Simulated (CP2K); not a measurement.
Consider methyl isocyanide at its PBE geometry (Å).

```xyz
6

C    -0.4841    0.0071   -0.0018
N     0.9377   -0.0091    0.0083
C     2.1185   -0.0328    0.0097
H    -0.8585   -0.6979   -0.7550
H    -0.8695   -0.2823    0.9841
H    -0.8441    1.0151   -0.2452
```

Method: CP2K XAS_TDP, all-electron GAPW, PBEh(45%), aug-cc-pVTZ, TDA, GW2X-corrected core level, no relativity.

**Question.** Predict the bright core excitations at the C K edge.

Leading lines: C1 290.84 eV and C3 287.04 eV. The leading line of an atom is its first one with 35 % of the strongest within 2.5 eV of its lowest line over the strength cut. Core ionisation energies at this level: C1 293.12 and C3 292.61 eV.

The first six lines of each atom with a strength over 0.0015:

```
                    atom  energy (eV)  states  strength, one atom  above the computed threshold
C1 (bonded to N and 3 H)       290.49       1              0.0033                              
                               290.84       2              0.0338                              
                               291.49       1              0.0266                              
                               292.16       2              0.0158                              
                               292.62       1              0.0257                              
                               292.99       2              0.0135                              
        C3 (bonded to N)       287.04       2              0.1415                              
                               291.85       1              0.0039                              
                               291.87       2              0.0062                              
                               292.72       2              0.0055                           yes
                               293.42       1              0.0020                           yes
                               294.42       2              0.0018                           yes
```

Lines are vertical, at one geometry, with no vibrational structure. GW2X ionisation energies and lines can be off by 1 to 2 eV either way, and a good line position may hide errors that cancel. These values hold no scalar relativity, about 0.1 eV for C 1s. Rydberg lines, and the discretised continuum above threshold, depend on the basis and the box.

[Banner, clock and machine lines of the logs are left out without a mark of their own.]

[Logs are printed without paths, hosts, clocks, repeated set-up lines and the standing remarks that a program may print on its own settings, such as how far it seeks lower states.]

[Hosts, paths, dates, database ids (printed as entryN), source tags and the programs' standing remarks are cut or masked in the printed files.]
